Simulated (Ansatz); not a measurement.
# The 1T-CrSTe bilayer (AA) between two gates

How do the bands of the 1T-CrSTe bilayer (AA) follow a displacement field between two gates?

Program: Ansatz 0.2.0. Level of theory: plane-wave DFT, PBE-D3(BJ), Ansatz PAW. Results are calculated unless marked as measured.

This is a report of a sequence of runs, with most program output left out.

## (1) Set-up

The cell holds 6 atoms: 2 Te, 2 Cr and 2 S. Its edges and angles: a = 3.365 Å, b = 3.365 Å, c = 49.597 Å, α = 90.0°, β = 90.0°, γ = 120.0°. Regions: layer 1: 1T-CrSTe, 3 atoms (1 Te, 1 Cr and 1 S); layer 2: 1T-CrSTe, 3 atoms (1 Te, 1 Cr and 1 S). Vacuum lies along c.

## (2) Relaxation

The starting cell is a guess, so the in-plane lattice and the atoms are relaxed first, with the slab cut off from its images along the normal.

input.yaml

```yaml
crystal:
  lattice:
    - [3.365, 0.0, 0.0]
    - [-1.6825, 2.9141754837, 0.0]
    - [0.0, 0.0, 49.597222188]
  atoms:
    - { symbol: Te, position: [0.6666666667, 0.3333333333, 0.406272753] }
    - { symbol: Cr, position: [0.0, 0.0, 0.4426400387], spin: 3.0 }
    - { symbol: S, position: [0.3333333333, 0.6666666667, 0.4682441893] }
    - { symbol: Te, position: [0.6666666667, 0.3333333333, 0.5317558107] }
    - { symbol: Cr, position: [0.0, 0.0, 0.5681230964], spin: 3.0 }
    - { symbol: S, position: [0.3333333333, 0.6666666667, 0.593727247] }
  periodic: [true, true, false]
magnetization:
  spin_polarized: true
kpoints:
  mp_grid: { grid: [12, 12, 1] }
hamiltonian:
  xc: pbe
  dispersion: d3bj
scf:
  occupations: { method: fermi_dirac, width: 0.05 }
  convergence: { dr2_threshold: 1.0e-09 }
relax:
  f_tol: 0.004
  max_steps: 90
  cell: {}
output:
  write_potential: true
  write_density: true
  volumetric_format: npy
```

Command:

```sh
ansatz run input.yaml --threads 4 --pin off --max-ram 12288MiB --backend cpu --events-out ev --progress --plain --runs-dir out
```

It took 6.9 min on 4 threads of Arm Neoverse V2, shared host; peak memory 1.7 GiB; 27 min of CPU time.

The steps of the relaxation:

```
step  energy less that of the first step (eV)  largest force component (eV/Å)  volume (Å³)
   1                                   0.0000                          1.3805       486.36
   2                                  -0.5793                          0.5018       507.96
   3                                  -0.6103                          1.0374       508.14
   4                                  -0.5465                          0.2979       524.69
   5                                  -0.6101                          0.2456       516.51
   6                                  -0.6159                          0.2150       515.16
   7                                  -0.6196                          0.2337       511.90
   8                                  -0.6176                          0.1395       514.34
   9                                  -0.6200                          0.0727       514.70
  10                                  -0.6216                          0.0234       513.22
  11                                  -0.6221                          0.0459       511.71
  12                                  -0.6221                          0.0164       511.92
  13                                  -0.6221                          0.0090       511.81
  14                                  -0.6221                          0.0040       511.76
  15                                  -0.6222                          0.0058       511.66
  16                                  -0.6222                          0.0002       511.69
 17*                                  -0.6239                          0.0002       511.69
```

Relaxation steps marked * repeat the geometry before them on a plane-wave basis chosen anew for their cell, so energy and pressure can jump there. Relaxation steps 4, 8, 15 were tried and not accepted.

The run keeps the 6 symmetry operations that it works with, so distortions that break them were not tested.

```
cell as run  before  after  change
      a (Å)   3.365  3.452  +2.6 %
      b (Å)   3.365  3.452  +2.6 %
```

The atoms that moved most (Å, along periodic axes as changes of fractional coordinates times the final cell, across vacuum about the mean position):

```
atom     dx     dy      dz  length
 Cr2  0.000  0.000   0.182   0.182
  S6  0.000  0.000  -0.154   0.154
 Te4  0.000  0.000  -0.129   0.129
 Te1  0.000  0.000   0.075   0.075
  S3  0.000  0.000   0.056   0.056
 Cr5  0.000  0.000  -0.030   0.030
```

The relaxed structure:

```xyz
6
Lattice="3.4515 0.0000 0.0000 -1.7258 2.9891 0.0000 0.0000 0.0000 49.5972" Properties=species:S:1:pos:R:3
Te    1.7258    0.9964   20.2247
Cr    0.0000    0.0000   22.1356
S     0.0000    1.9927   23.2800
Te    1.7258    0.9964   26.2447
Cr    0.0000    0.0000   28.1474
S     0.0000    1.9927   29.2931
```

This step gave:

| Property | Result |
| --- | --- |
| energy at zero smearing | -22524.3864 eV |
| total moment | 4.758 μB |
| site moments | -0.1119, 2.321, -0.08202, -0.1354, 2.289, -0.08309 μB |

Site moment by atom:

```
atom  site moment (μB)
 Te1             -0.11
 Cr2              2.32
  S3             -0.08
 Te4             -0.14
 Cr5              2.29
  S6             -0.08
```

The lattice constant a goes from 3.365 to 3.452 Å.

## (3) Gated layer, displacement field 0

The slab is cut off from its images along the normal. Two sheets of opposite charge stand for the gates, so the stack stays neutral in a displacement field; barriers ahead of the sheets keep electrons from leaking to them. The uncharged case sets the zero.

The cell differs from the one that the last finished run ended in (c 49.597 → 48.368 Å).

input.yaml

```yaml
crystal:
  lattice:
    - [3.4515121653, 0.0, 0.0]
    - [-1.7257560827, 2.9890972167, 0.0]
    - [0.0, 0.0, 48.3683594961]
  atoms:
    - { symbol: Te, position: [0.6666666667, 0.3333333333, 0.4062573179], spin: -0.11 }
    - { symbol: Cr, position: [0.0, 0.0, 0.4457656193], spin: 2.32 }
    - { symbol: S, position: [0.3333333333, 0.6666666667, 0.4694250806], spin: -0.08 }
    - { symbol: Te, position: [0.6666666667, 0.3333333333, 0.530719073], spin: -0.14 }
    - { symbol: Cr, position: [0.0, 0.0, 0.5700562547], spin: 2.29 }
    - { symbol: S, position: [0.3333333333, 0.6666666667, 0.5937426821], spin: -0.08 }
  periodic: [true, true, false]
  symmetry: { detect: true }
magnetization:
  spin_polarized: true
kpoints:
  mp_grid: { grid: [24, 24, 1] }
  band_path:
    path: [[0, 0, 0], [0.5, 0, 0], [0.33333333, 0.33333333, 0], [0, 0, 0]]
    npoints: 16
hamiltonian:
  xc: pbe
  dispersion: d3bj
scf:
  occupations: { method: fermi_dirac, width: 0.02585 }
  convergence: { dr2_threshold: 1.0e-10 }
output:
  forces: true
  eigenvalues: true
  dos: { projected: true, e_range: [-3, 3], de: 0.01 }
  write_potential: true
  write_density: true
  volumetric_format: npy
  elf: true
external_charges:
  - { charge: 0, barrier: 10, axis: 3, height: 31.718, sigma: 0.25 }
  - { charge: 0, barrier: 10, axis: 3, height: 16.65, sigma: 0.25 }
```

The job ended after 3.2 min (4 threads; peak memory 3.1 GiB; 13 min of CPU time).

Numbers from this step:

| Item | Value |
| --- | --- |
| energy at zero smearing | -22524.3530 eV |
| total moment | 4.787 μB |
| site moments | -0.1090, 2.326, -0.08139, -0.1315, 2.295, -0.08247 μB |
| potential beyond the upper barrier and gate, less the barrier, from the Fermi level | 5.513 eV |

Running mean over a fixed 2.5 Å (it still follows the layers) of the planar mean; beyond a gate it holds the 10 eV model barrier. Electron's electrostatic potential energy less the Fermi level against z:

```
z (Å)  electron's electrostatic potential energy less the Fermi level (eV)
    4                                                                 14.5
    5                                                                 14.5
    6                                                                 14.5
    7                                                                 14.5
    8                                                                 14.5
    9                                                                 14.5
   10                                                                 14.5
   11                                                                 14.5
   12                                                                 14.5
   13                                                                 14.5
   14                                                                 14.5
   15                                                                 14.5
   16                                                                 12.1
   17                                                                 8.00
   18                                                                 2.54
   19                                                               -0.208
   20                                                                -3.07
   21                                                                -5.77
   22                                                                -7.06
   23                                                                -3.48
   24                                                               -0.360
   25                                                               -0.209
   26                                                                -3.03
   27                                                                -5.69
   28                                                                -6.94
   29                                                                -3.12
   30                                                                 2.37
   31                                                                 7.48
   32                                                                 11.6
   33                                                                 15.1
   34                                                                 15.5
   35                                                                 15.5
   36                                                                 15.5
   37                                                                 15.5
   38                                                                 15.5
   39                                                                 15.5
   40                                                                 15.5
   41                                                                 15.5
   42                                                                 15.5
   43                                                                 15.5
   44                                                                 15.5
```

The density of states has structure finer than the step of the table below, so its rows give means over 0.2 eV, whole bins alone (the curve runs from -3 to 2 eV). Peaks (eV: height): total -2.64: 13.7, -1.04: 9.43, -0.98: 12.7, -0.73: 9.59, -0.67: 9.48, 1.88: 16.6, 1.94: 18.0; up -2.20: 6.24, -1.04: 7.65, -0.98: 11.0, -0.86: 7.82, -0.73: 8.40, -0.67: 8.19, 1.93: 7.32; down -2.89: 5.99, -2.82: 8.22, -2.64: 12.9, 0.98: 6.27, 1.68: 6.90, 1.88: 9.82, 1.94: 11.6.

Table of density of states by energy, zero at the Fermi level; means over each step; values in states/eV a cell:

```
energy (eV)  total     up   down
       -2.8   5.98  0.887   5.10
       -2.6   5.01   1.12   3.90
       -2.4   3.95   3.24  0.715
       -2.2   5.85   3.70   2.15
       -2.0   6.30   3.40   2.90
       -1.8   6.14   3.20   2.94
       -1.6   6.14   3.90   2.24
       -1.4   4.22   2.68   1.54
       -1.2   2.64  0.908   1.73
       -1.0   7.47   5.67   1.80
       -0.8   4.52   3.41   1.11
       -0.6   6.59   5.28   1.31
       -0.4   3.96   3.03  0.930
       -0.2   4.09   3.36  0.727
        0.0   2.82   2.22  0.603
        0.2   2.05   1.54  0.502
        0.4   1.64   1.22  0.418
        0.6   1.41   1.06  0.347
        0.8   2.20   1.16   1.04
        1.0   5.52   1.68   3.84
        1.2   6.40   2.75   3.65
        1.4   4.19   2.43   1.76
        1.6   4.82   1.67   3.15
        1.8   9.77   2.98   6.79
```

Projected DOS per atom over height of the atomic layer and energy from the Fermi level. Layers: Te Cr S Te Cr S from below.

Ten even steps from '_' (0.13 states/eV) to '@' (4.09 states/eV), each cell a mean:
```
::@@..::@@..
..++____--__
__::____::__
__==____++__
__++____--__
____________
____________
____________
________..__
....__..::__
..::__..::__
..++__..==__
__::__..--__
..++__..::__
______....__
..==__::--__
::::..--::__
==::..::....
==::__::..__
::..__..____
____....::++
__..--....::
```
Columns: height of the atomic layer (Å) from 19.6 to 28.7 (not evenly spaced); rows upwards: energy from the Fermi level (eV) from -2.98 to 1.97.

Projected DOS per atom, spin up over height of the atomic layer and energy from the Fermi level. Layers: Te Cr S Te Cr S from below.

Ten even steps from '_' (0.05 states/eV) to '@' (2.15 states/eV), each cell a mean:
```
::==::..--..
__..____..__
__::..__::..
..::..__::..
__....______
____________
____________
______....__
....__....__
..::....==..
..==__..==__
..@@__..%%__
__==____##..
__@@..__==__
__..____::__
..##__::**__
..--__::--__
----__::--__
----__--::..
==::__::..__
____________
____________
```
Columns: height of the atomic layer (Å) from 19.6 to 28.7 (not evenly spaced); rows upwards: energy from the Fermi level (eV) from -2.98 to 1.97.

Projected DOS per atom, spin down over height of the atomic layer and energy from the Fermi level. Layers: Te Cr S Te Cr S from below.

Values in states/eV, 22 rows by 6 columns, each cell a mean:
```
0.44 3.08 0.17 0.51 3.03 0.17
0.38 1.99 0.10 0.21 1.24 0.07
0.09 0.53 0.04 0.11 0.71 0.06
0.15 1.24 0.09 0.21 1.74 0.13
0.20 1.69 0.14 0.09 1.11 0.14
0.04 0.36 0.05 0.03 0.16 0.02
0.05 0.12 0.01 0.06 0.11 0.01
0.08 0.13 0.02 0.08 0.12 0.02
0.12 0.14 0.02 0.12 0.13 0.02
0.17 0.15 0.03 0.17 0.14 0.03
0.26 0.16 0.03 0.26 0.15 0.04
0.40 0.18 0.05 0.41 0.17 0.06
0.34 0.16 0.06 0.37 0.13 0.07
0.38 0.21 0.18 0.71 0.18 0.27
0.33 0.15 0.12 0.55 0.17 0.20
0.45 0.15 0.18 0.61 0.20 0.23
0.83 0.23 0.40 0.86 0.28 0.30
0.98 0.28 0.42 0.59 0.23 0.32
0.89 0.27 0.16 0.29 0.09 0.17
0.26 0.07 0.10 0.15 0.07 0.15
0.27 0.24 0.57 0.41 1.08 2.05
0.31 0.78 1.59 0.43 0.51 1.14
```
Columns: height of the atomic layer (Å) from 19.6 to 28.7 (not evenly spaced); rows upwards: energy from the Fermi level (eV) from -2.98 to 1.97.

Deep bands are left out, so band numbers here count from the lowest band kept and differ from the log's. The electronic bands at the labelled points (eV, zero at the Fermi level; # counts the bands kept):

```
  point  up #13  up #15  up #17  up #18  down #9  down #10  down #11  down #12
      Γ   -0.03    1.26    1.43    1.43     0.97      0.97      1.01      1.01
halfway   -0.85   -0.15    0.58    0.77    -1.70     -1.06     -0.12     -0.02
      M   -1.02   -0.57   -0.49   -0.40    -2.21     -1.82     -0.64     -0.53
halfway   -1.01   -0.74   -0.34   -0.14    -2.28     -1.98     -1.87     -1.74
      K   -0.96   -0.72   -0.59   -0.27    -2.60     -2.16     -2.02     -2.00
halfway   -0.93   -0.51    0.45    0.66    -1.63     -1.18     -1.00     -0.92
      Γ   -0.03    1.26    1.43    1.43     0.97      0.97      1.01      1.01
```

Spin density in the ca plane at fractional y = 0.000, with atoms of Cr within 0.2 Å of it.

Values in e/Å³, 5 rows by 16 columns, each cell a mean:
```
0.0 0.0 0.0 0.0 0.0 0.0 0.0 0.0 0.6 0.9 0.0 0.0 0.0 0.0 0.6 0.9
0.0 0.0 0.0 0.0 0.0 0.0 0.0 0.0 0.0 0.1 0.0 0.0 0.0 0.0 0.0 0.1
0.0 0.0 0.0 0.0 0.0 0.0 0.0 0.0 0.0 0.0 0.0 0.0 0.0 0.0 0.0 0.0
0.0 0.0 0.0 0.0 0.0 0.0 0.0 0.0 0.1 0.1 0.0 0.0 0.0 0.0 0.1 0.1
0.0 0.0 0.0 0.0 0.0 0.0 0.0 0.0 0.9 1.3 0.0 0.0 0.0 0.0 0.9 1.4
```
Columns run along c (16.0 Å, from fractional 0.26 to 0.59 of the cell), rows up along a (3.5 Å). Atoms in or near the plane, at fractional coordinates: Cr at (0.45, 0.00), Cr at (0.57, 0.00).

Electrostatic potential energy in the ca plane at fractional y = 0.000, with atoms of Cr within 0.2 Å of it. With pseudopotentials it is smooth inside the atoms' cores, unlike the true potential.

Ten even steps from '0' (-44 eV) to '9' (10 eV), each cell a mean:
```
99999999888887777751000477888777776300026788
99999999888877777764113677888777777521256778
99999999888877666676666777787776667766667778
99999999888777544677777667777765456777776677
99999999888776544677777667777764456777766677
99999999888777655677777677777765566777777778
99999999888877766765445677788777677653467778
99999999888877777752001577888777776410036788
99999999888887777740000477888877776200015788
```
Columns run along c (16.0 Å, from fractional 0.29 to 0.62 of the cell; values clipped at the 3rd and 97th percentile), rows up along a (3.5 Å). Atoms in or near the plane, at fractional coordinates: Cr at (0.45, 0.00), Cr at (0.57, 0.00).

ELF in the ca plane at fractional y = 0.000, with atoms of Cr within 0.2 Å of it. It is the smooth field of the valence electrons, not physical close to the nuclei.

Ten even steps from '0' (0.00) to '9' (0.93), each cell a mean:
```
00000000000000000112222699611100001122138983
00000000000000012334442254223210013444313531
00000000000000135665664111366530145556521124
00000000000001257765565223678741156555642257
00000000000001357765555324688741166555542357
00000000000000246665564212577631156555631246
00000000000000013455552122245420034555411222
00000000000000001123321477412100011233226862
00000000000000000011212799721000000112148994
```
Columns run along c (16.0 Å, from fractional 0.26 to 0.59 of the cell), rows up along a (3.5 Å). Atoms in or near the plane, at fractional coordinates: Cr at (0.45, 0.00), Cr at (0.57, 0.00).

There is no gap.

## (4) Gated layer, displacement field 1.81 V/nm

input.yaml, as its differences from that of step 3:

```diff
@@ -30,3 +30,2 @@
   eigenvalues: true
-  dos: { projected: true, e_range: [-3, 3], de: 0.01 }
   write_potential: true
@@ -34,5 +33,6 @@
   volumetric_format: npy
-  elf: true
 external_charges:
   - { charge: 0, barrier: 10, axis: 3, height: 31.718, sigma: 0.25 }
+  - { charge: -0.010317, axis: 3, height: 33.218, sigma: 0.42 }
   - { charge: 0, barrier: 10, axis: 3, height: 16.65, sigma: 0.25 }
+  - { charge: 0.010317, axis: 3, height: 15.15, sigma: 0.42 }
```

It took 3.3 min on 4 threads; peak memory 3.1 GiB.

This step gave:

```
energy at zero smearing                                                             : -22524.3370 eV
total moment                                                                        : 4.783 μB
site moments                                                                        : -0.1077, 2.328, -0.08090, -0.1322, 2.291, -0.08433 μB
potential beyond the upper barrier and gate, less the barrier, from the Fermi level : 6.156 eV
```

Deep bands are left out, so band numbers here count from the lowest band kept and differ from the log's. Electronic bands along the path, in eV, zero at the Fermi level; # counts the bands kept:

```
  point  up #13  up #15  up #17  up #18  down #9  down #10  down #11  down #12
      Γ   -0.01    1.26    1.43    1.43     0.97      0.97      1.01      1.01
halfway   -0.85   -0.15    0.58    0.77    -1.71     -1.06     -0.12     -0.03
      M   -1.02   -0.58   -0.49   -0.40    -2.22     -1.83     -0.64     -0.53
halfway   -1.01   -0.74   -0.34   -0.14    -2.29     -1.99     -1.87     -1.74
      K   -0.96   -0.72   -0.59   -0.27    -2.59     -2.18     -2.01     -2.01
halfway   -0.93   -0.52    0.44    0.66    -1.65     -1.18     -1.00     -0.92
      Γ   -0.01    1.26    1.43    1.43     0.97      0.97      1.01      1.01
```

Force by atom:

```
atom  x (eV/Å)  y (eV/Å)  z (eV/Å)    size
 Te1    0.0000    0.0000    0.0513  0.0513
 Cr2    0.0000    0.0000   -0.0002  0.0002
  S3    0.0000    0.0000    0.0092  0.0092
 Te4    0.0000    0.0000   -0.0166  0.0166
 Cr5    0.0000    0.0000    0.0314  0.0314
  S6    0.0000    0.0000   -0.0286  0.0286
```

There is no gap.

Of the bands kept, 9 cross the Fermi level on this path, both spins counted.

## (5) Gated layer, displacement field -1.81 V/nm

input.yaml, as its differences from that of step 4:

```diff
@@ -35,4 +35,4 @@
   - { charge: 0, barrier: 10, axis: 3, height: 31.718, sigma: 0.25 }
-  - { charge: -0.010317, axis: 3, height: 33.218, sigma: 0.42 }
+  - { charge: 0.010317, axis: 3, height: 33.218, sigma: 0.42 }
   - { charge: 0, barrier: 10, axis: 3, height: 16.65, sigma: 0.25 }
-  - { charge: 0.010317, axis: 3, height: 15.15, sigma: 0.42 }
+  - { charge: -0.010317, axis: 3, height: 15.15, sigma: 0.42 }
```

The job ended after 3.3 min (4 threads; peak memory 3.1 GiB).

There is no gap.

(Continued in part 2 of 2.)

[Logs are printed without paths, hosts, clocks, repeated set-up lines and the standing remarks that a program may print on its own settings, such as how far it seeks lower states.]

[Hosts, paths, dates, database ids (printed as entryN), source tags and the programs' standing remarks are cut or masked in the printed files.]

[Maps of the electrostatic potential energy from Ansatz leave out the sawtooth potential of an applied field or a dipole correction, so their vacuum need not be flat; planar profiles and work functions include it.]

[The density of states shown here was stored with 400 of the rows of the run's finer table, so its peaks can read low, often by over a quarter, or be missed, and its means over a window can be off by a tenth or more.]
